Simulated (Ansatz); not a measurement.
# Structural relaxation of C(111) slab, H on both faces (192 atoms), part 2 of 2

Wanted: the relaxed structure of C(111) slab, H on both faces (192 atoms) and its electronic structure.

Ansatz 0.2.0; Kohn-Sham DFT, PBE+D4, PAW (set soft_2), plane waves.

The cell: 160 C and 32 H. Sampling is at Γ alone, for a cell whose shortest periodic width is 9 Å.

So far. Step 3 (Relaxation): The relaxation changed the energy by -26.0 meV/atom, and atoms moved by 0.039 Å r.m.s., 0.10 Å at most.

### Step 5. Single point at the relaxed geometry

One more single point at the end of the walk gives the fuller output and checks the residual forces.

Contents of input.yaml:

```yaml
crystal:
  lattice:
    - [10.089, 0.0, 0.0]
    - [-5.0445, 8.73733, 0.0]
    - [0.0, 0.0, 22.93249]
  atoms:
    - { symbol: C, position: [0.33361, 0.91669, 0.33194] }
    - { symbol: C, position: [0.25026, 3.0e-05, 0.31087] }
    - { symbol: C, position: [0.16696, 0.8334, 0.42168] }
    - { symbol: C, position: [0.33363, 0.91671, 0.39943] }
    - { symbol: C, position: [0.25027, 3.0e-05, 0.51107] }
    - { symbol: C, position: [0.16693, 0.8334, 0.48885] }
    - { symbol: C, position: [0.33356, 0.91669, 0.60048] }
    - { symbol: C, position: [0.25028, 7.0e-05, 0.57824] }
    - { symbol: C, position: [0.16692, 0.83337, 0.68907] }
    - { symbol: C, position: [0.33358, 0.91669, 0.66799] }
    - { symbol: C, position: [0.33362, 0.66668, 0.33195] }
    - { symbol: C, position: [0.25028, 0.75002, 0.31085] }
    - { symbol: C, position: [0.16694, 0.58339, 0.42168] }
    - { symbol: C, position: [0.33364, 0.66672, 0.39945] }
    - { symbol: C, position: [0.25027, 0.75009, 0.51108] }
    - { symbol: C, position: [0.16696, 0.58343, 0.48886] }
    - { symbol: C, position: [0.33364, 0.66674, 0.6005] }
    - { symbol: C, position: [0.25028, 0.75005, 0.57826] }
    - { symbol: C, position: [0.16691, 0.58334, 0.68908] }
    - { symbol: C, position: [0.33363, 0.66667, 0.66801] }
    - { symbol: C, position: [0.5836, 0.91665, 0.33194] }
    - { symbol: C, position: [0.50031, 5.0e-05, 0.31085] }
    - { symbol: C, position: [0.41697, 0.83339, 0.42167] }
    - { symbol: C, position: [0.58363, 0.91671, 0.39944] }
    - { symbol: C, position: [0.50028, 9.0e-05, 0.51107] }
    - { symbol: C, position: [0.41693, 0.83342, 0.48884] }
    - { symbol: C, position: [0.58362, 0.91673, 0.60049] }
    - { symbol: C, position: [0.50024, 1.0e-05, 0.57826] }
    - { symbol: C, position: [0.41697, 0.83336, 0.68908] }
    - { symbol: C, position: [0.58365, 0.91674, 0.66803] }
    - { symbol: C, position: [0.33359, 0.41666, 0.33197] }
    - { symbol: C, position: [0.25025, 0.49999, 0.31089] }
    [... 154 atom lines left out ...]
    - { symbol: H, position: [0.75021, 0.25012, 0.26248] }
    - { symbol: H, position: [0.66723, 0.08368, 0.73745] }
    - { symbol: H, position: [0.00024, 0.49998, 0.26248] }
    - { symbol: H, position: [0.91719, 0.33347, 0.73741] }
    - { symbol: H, position: [0.00028, 0.24991, 0.26251] }
    - { symbol: H, position: [0.91681, 0.0833, 0.73746] }
kpoints:
  mp_grid: { grid: [1, 1, 1] }
hamiltonian:
  xc: pbe
  dispersion: d4
scf:
  occupations: { method: gaussian, width: 0.05 }
output:
  forces: true
  populations: true
  dos:
    method: { smearing: { sigma: 0.15 } }
    de: 0.1
    projected:
      site_lists:
        C: [C]
        H: [H]
        hydrogen: [160, 161, 162, 163, 164, 165, 166, 167, 168, 169, 170, 171, 172, 173, 174, 175, 176, 177, 178, 179, 180, 181, 182, 183, 184, 185, 186, 187, 188, 189, 190, 191]
  eigenvalues: true
  write_density: true
  write_potential: true
  volumetric_format: npy
```

On the command line:

```bash
$ ansatz run input.yaml --threads 4 --pin off --max-ram 8192MiB --backend cpu --events-out ev --progress --plain --runs-dir out
```

Numbers of over 12 decimals in the logs are rounded to 6 here.

Output:

```text
[...]
Crystal: 192 atoms, lattice volume = 2021.520 Å³
Basis set: ecut = 420 eV, 39449 PW (Γ), exchange–correlation on 144×144×320 points (8 copies of the dense FFT grid, shifted against one another)
Bands: 528, of which v1, the nominal top of the filled ones, is band 336 counted from 1 (335 counted from 0)
Symmetry: 1 space group operations
[...]
k-points: 1
[...]
SCF iter   1: F=—  HF=-40674.132568 eV  |F-HF|=—  |Δ(HF+E_count)|=         —  Δρ=3.26e-3  dr2=1.45e0  ethr=1.77e-3  ⟨swp⟩=10.0  Hψ=2992  notcnv=0  defer=111
[...]
SCF iter   8: F=-40673.893739 eV  HF=-40673.893739 eV  |F-HF|=4.87e-8  |Δ(HF+E_count)|=   8.55e-8  Δρ=1.45e-6  dr2=6.75e-8  ethr=1.49e-11  ⟨swp⟩=30.0  Hψ=6904  notcnv=0
SCF 1 converged in 8 iterations: F = -40673.893739 eV  dr2 = 6.75e-8
[...]
WARN: The output density's exchange-correlation potential varies sharply where the density is thin. Do not read a vacuum level from v_tot or v_xc, or from such a field of the output density. On a cell that repeats whose density bears no net charge and no dipole along the vacuum's axis use v_es (v_loc + v_h of the components); [...]
SCF converged after 8 iterations
Free energy (F): -40673.893739 eV
[...]
Internal energy: -40673.893739 eV  (E = F + TS)
E sigma→0 (E₀):  -40673.893739 eV
Fermi energy:    5.519608 eV
[...]
--- Forces (eV/Å), atoms counted from 1 ---
  atom   1  C      0.00334204     0.00358649     0.00018804
  atom   2  C      0.00141718    -0.00511411    -0.01232514
  atom   3  C      0.00289929    -0.00930761    -0.00551176
  atom   4  C     -0.00392952     0.00432287     0.01689247
  atom   5  C     -0.00868385     0.01001870     0.00325085
  atom   6  C      0.00351825    -0.00413721    -0.00607232
  atom   7  C      0.00952191     0.00545132    -0.00245133
  atom   8  C      0.00419940    -0.00697089     0.00480301
  atom   9  C      0.00368716     0.00494907     0.00015896
  atom  10  C      0.01033804     0.00636825    -0.00622393
  atom  11  C     -0.00231547     0.00126487    -0.00187612
  atom  12  C     -0.00184407     0.00565374    -0.00661746
  atom  13  C      0.00812410     0.00100727    -0.00140141
  atom  14  C     -0.00689681    -0.00233028     0.00887103
[...]
atom 191  H      0.00047194     0.00298877     0.00643430
  atom 192  H      0.00496864     0.00245536    -0.01910788
  max |Σ_I F_I| component: 1.44e-5 eV/Å
--- Band table (eV) ---
[...]
--- Löwdin populations: 192 sites ---
  site symbol       q [e]
     0      C      3.9612
     1      C      4.1297
     2      C      3.9869
[...]
191      H      0.8540
  spilling = 0.004513 (of n_electrons = 672.000000)
```

Elapsed: 51 s, on 4 threads of Arm Neoverse V2, shared host; peak memory 2.9 GiB.

The program notes that the exchange-correlation potential is rough where the density is thin.

Read from the output:

* free energy: -40673.8937 eV
* free energy per atom: -211.8432 eV/atom
* SCF cycles: 8
* r.m.s. force component: 0.00751 eV/Å
* longest force: 0.02788 eV/Å
* Fermi energy: 5.52 eV
* gap (highest filled to lowest empty level): 2.792 eV
* potential in mid-vacuum, over the Fermi level: 2.204 eV
* potential 4.5 Å over the upper face: 2.204 eV
* potential 4.5 Å under the lower face: 2.203 eV
* spilling of the projection: 0.004513

Löwdin charges by element (they lack the spilled electrons, 0.016 e an atom on average):

| element | coordination | atoms | mean charge (e) | spread | least | most |
| --- | --- | --- | --- | --- | --- | --- |
| C | all | 160 | -0.0103 | 0.0605 | -0.130 | 0.0389 |
| H | all | 32 | 0.146 | 1.0e-4 | 0.146 | 0.146 |

By region:

| region | atoms | mean length of the force (eV/Å) |
| --- | --- | --- |
| slab | 160 | 0.013 |
| hydrogen | 32 | 0.009 |

States in the cell by windows of 1 eV, zero at the Fermi level; the larger projections on atomic orbitals stand beside the total:

| from (eV) | to (eV) | total | C p | C s | H s | hydrogen |
| --- | --- | --- | --- | --- | --- | --- |
| -10 | -9 | 37.4 | 31.9 | 4.0 | 1.3 | 1.3 |
| -9 | -8 | 60.9 | 50.2 | 6.5 | 3.9 | 3.9 |
| -8 | -7 | 62.3 | 54.4 | 5.4 | 2.3 | 2.3 |
| -7 | -6 | 56.4 | 47.6 | 4.2 | 4.4 | 4.4 |
| -6 | -5 | 66.1 | 61.3 | 1.5 | 3.1 | 3.1 |
| -5 | -4 | 53.0 | 48.8 | 0.8 | 3.2 | 3.2 |
| -4 | -3 | 33.0 | 32.2 | 0.2 | 0.5 | 0.5 |
| -3 | -2 | 19.2 | 18.3 | 0.2 | 0.6 | 0.6 |
| -2 | -1 | 5.8 | 5.7 | 0.0 | 0.0 | 0.0 |
| -1 | 1 | 0.0 | 0.0 | 0.0 | 0.0 | 0.0 |
| 1 | 2 | 4.0 | 0.5 | 0.1 | 0.7 | 0.7 |
| 2 | 3 | 25.3 | 3.9 | 2.3 | 5.9 | 5.9 |
| 3 | 4 | 19.2 | 8.6 | 5.9 | 0.6 | 0.6 |
| 4 | 5 | 47.0 | 18.3 | 9.4 | 2.1 | 2.1 |

Between -23 and -10 eV lie 278 more states.

The levels nearest the highest filled one (over half full), pooled over k-points and spins:

| level less the highest filled one (eV) | occupation |
| --- | --- |
| -1.41 | 2 |
| -0.736 | 2 |
| -0.660 | 2 |
| -0.660 | 2 |
| 0 | 2 |
| 0 | 2 |
| 2.79 | 0 |
| 2.79 | 0 |
| 4.16 | 0 |
| 4.16 | 0 |
| 4.16 | 0 |
| 4.16 | 0 |

Planar average of the electrostatic potential energy along the normal, with the Fermi level as zero, after a running mean with a triangular window 4 Å wide at its base:

| height (Å) | potential energy (eV) |
| --- | --- |
| 0.0 | 2.20 |
| 0.7 | 2.20 |
| 1.3 | 2.20 |
| 2.0 | 2.20 |
| 2.6 | 2.20 |
| 3.3 | 2.18 |
| 3.9 | 2.06 |
| 4.6 | 1.48 |
| 5.2 | 0.20 |
| 5.9 | -3.43 |
| 6.4 | -6.79 |
| 7.2 | -10.51 |
| 7.9 | -12.19 |
| 8.5 | -12.33 |
| 9.2 | -12.39 |
| 9.7 | -12.37 |
| 10.5 | -12.35 |
| 11.0 | -12.38 |
| 11.8 | -12.39 |
| 12.3 | -12.35 |
| 13.0 | -12.37 |
| 13.6 | -12.39 |
| 14.3 | -12.35 |
| 14.9 | -12.26 |
| 15.6 | -11.05 |
| 16.3 | -7.59 |
| 16.9 | -4.28 |
| 17.6 | -0.35 |
| 18.2 | 1.28 |
| 18.9 | 1.98 |
| 19.5 | 2.16 |
| 20.2 | 2.20 |
| 20.8 | 2.20 |
| 21.5 | 2.20 |
| 22.1 | 2.20 |
| 22.8 | 2.20 |

Electrostatic potential energy in the ca plane at fractional y = 0.000, with atoms of C and H within 0.2 Å of it. With pseudopotentials it is smooth inside the atoms' cores, unlike the true potential.

Ten even steps from '0' (-55 eV) to '9' (8 eV), each cell a mean:
```
21489999999841265116999999999999999999999999
77899988899887898778999889999999999999999999
98889877889888999988898778999999999999999999
98889988899888999888898888999999999999999999
54789999999864587447999999999999999999999999
00389999999820164005999999999999999999999999
21489999999841265116999999999999999999999999
77899988899887888778999889999999999999999999
98889877889888999988898778999999999999999999
98889988899888999888898888999999999999999999
54789999999864587447999999999999999999999999
00389999999820164005999999999999999999999999
21589999999841265116999999999999999999999999
77899988899887788778999889999999999999999999
98889877889888999988898778999999999999999999
98889988899888999888898888999999999999999999
54789999999864587447999999999999999999999999
00389999999820064005999999999999999999999999
21489999999841265116999999999999999999999999
77899988899887788778999889999999999999999999
98889877889888999988898778999999999999999999
98889988899888999888898888999999999999999999
54789999999864587447999999999999999999999999
00389999999820054005999999999999999999999999
```
Columns run along c (16.0 Å, from fractional 0.30 to 1.00 of the cell; values clipped at the 3rd and 97th percentile), rows up along a (10.1 Å). Atoms in or near the plane, at fractional coordinates: C at (0.31, 0.25), C at (0.51, 0.25), C at (0.58, 0.25), C at (0.31, 0.50), C at (0.51, 0.50), C at (0.58, 0.50), C at (0.31, 0.75), C at (0.51, 0.75), C at (0.58, 0.75), C at (0.31, 0.00), C at (0.51, 0.00), C at (0.58, 0.00).

Valence density in the ca plane at fractional y = 0.000, with atoms of C and H within 0.2 Å of it. It is the smooth field of the valence electrons, not physical close to the nuclei.

Ten even steps from '0' (0.0 e/Å³) to '9' (1.8 e/Å³), each cell a mean:
```
89620011101269867895100110000000000000000000
45421133311255322454212332100000000000000000
23422367532243111233223674210000000000000000
24421246421244211343213563110000000000000000
67521112111267644674211221000000000000000000
99620000000279989995100000000000000000000000
89620011101269867895100110000000000000000000
45421133211255322464212332100000000000000000
23322367532243111233223674210000000000000000
24421246421244211343213563110000000000000000
67521112111267644674211221000000000000000000
99620000000279988995100000000000000000000000
89620011101269867895100110000000000000000000
45421133211255422464212332100000000000000000
23322367532243111233223674210000000000000000
24421246421244211343213563110000000000000000
67521112111267644674211221000000000000000000
99620000000279989995100000000000000000000000
89620011101269867895100110000000000000000000
45421134311255322464212332100000000000000000
23422367532243111243223674210000000000000000
24421246421244211343213563110000000000000000
67521112111267644674211221000000000000000000
99620000000279989995100000000000000000000000
```
Columns run along c (16.0 Å, from fractional 0.30 to 1.00 of the cell), rows up along a (10.1 Å). Atoms in or near the plane, at fractional coordinates: C at (0.31, 0.25), C at (0.51, 0.25), C at (0.58, 0.25), C at (0.31, 0.50), C at (0.51, 0.50), C at (0.58, 0.50), C at (0.31, 0.75), C at (0.51, 0.75), C at (0.58, 0.75), C at (0.31, 0.00), C at (0.51, 0.00), C at (0.58, 0.00).

Mean Löwdin charges: C -0.01, H +0.15 e (they miss 0.45 % of the electrons, so they add up to more than the cell's charge). Charges this small depend on the projection, at times even in sign. The potential stands 3.60 eV above the highest filled level over the upper face and 3.60 eV under the lower one, a reading of the ionisation potential at this level on the run's k-points.

Local excerpt of 14 atoms (numbers count through the whole input) about C2, whose charge lies farthest from its element's mean; x, y, z are measured from there.

| atom | x | y | z | distance (Å) | bonds | Löwdin charge (e) |
| --- | --- | --- | --- | --- | --- | --- |
| C2 | 0.00 | 0.00 | 0.00 | 0.00 | 4 | -0.13 |
| H161 | 0.00 | 0.00 | -1.11 | 1.11 | 1 | 0.15 |
| C61 | 0.00 | 1.46 | 0.48 | 1.53 | 4 | 0.04 |
| C91 | -1.26 | -0.73 | 0.48 | 1.53 | 4 | 0.04 |
| C1 | 1.26 | -0.73 | 0.48 | 1.53 | 4 | 0.04 |
| C4 | 1.26 | -0.73 | 2.03 | 2.50 | 4 | 0.01 |
| C64 | 0.00 | 1.46 | 2.03 | 2.50 | 4 | 0.01 |
| C94 | -1.26 | -0.73 | 2.03 | 2.50 | 4 | 0.01 |
| C92 | -2.52 | 0.00 | 0.00 | 2.52 | 4 | -0.13 |
| C122 | -1.26 | -2.18 | 0.00 | 2.52 | 4 | -0.13 |
| C62 | -1.26 | 2.18 | 0.00 | 2.52 | 4 | -0.13 |
| C102 | 1.26 | 2.18 | 0.00 | 2.52 | 4 | -0.13 |
| C12 | 1.26 | -2.18 | 0.00 | 2.52 | 4 | -0.13 |
| C22 | 2.52 | 0.00 | 0.00 | 2.52 | 4 | -0.13 |

The column of bonds counts only the pairs C-C within 1.85 Å, C-H within 1.34 Å; other neighbours, such as metal atoms beside each other in a compound, aren't counted, and periodic images can show an atom twice.

### Step 6. Results

| Quantity | Value |
| --- | --- |
| energy change in the relaxation | -26.02 meV/atom |
| r.m.s. displacement | 0.039 Å |
| largest displacement | 0.103 Å |
| free energy per atom | -211.8432 eV/atom |
| r.m.s. force component | 0.00751 eV/Å |
| gap (highest filled to lowest empty level) | 2.792 eV |
| potential in mid-vacuum, over the Fermi level | 2.204 eV |
| wall time of the 3 DFT runs | 3.1 min |

Relaxation lowers the energy by 26.0 meV/atom and moves atoms by 0.039 Å r.m.s.; the r.m.s. force component goes from 0.99 to 0.0075 eV/Å, and the gap from 2.57 to 2.79 eV. By the final cutoffs no bond was broken or made. The r.m.s. move is of the size of the random displacements put into the start (0.035 Å r.m.s. in three dimensions). From the first step to the last the energy fell by 4.996 eV, and the largest move was 0.10 Å (C159). The C-H bonds change most in mean length: from 1.096 Å (spread 0.028) to 1.109 Å (spread 0.000). With the cutoffs above, all C atoms have 4 and all H atoms have 1 bonded neighbour. Between filled and empty levels lie 2.79 eV at Γ alone; the mesh holds the band edges only if they fold onto it, so the gap at this level can be narrower or closed, and states at the surface or the caps may set it. The potential stands 3.60 eV above the highest filled level over the upper face and 3.60 eV under the lower one, a reading of the ionisation potential at this level on the run's k-points.

[Logs are printed without paths, hosts, clocks, repeated set-up lines and the standing remarks that a program may print on its own settings, such as how far it seeks lower states.]

[Hosts, paths, dates, database ids (printed as entryN), source tags and the programs' standing remarks are cut or masked in the printed files.]
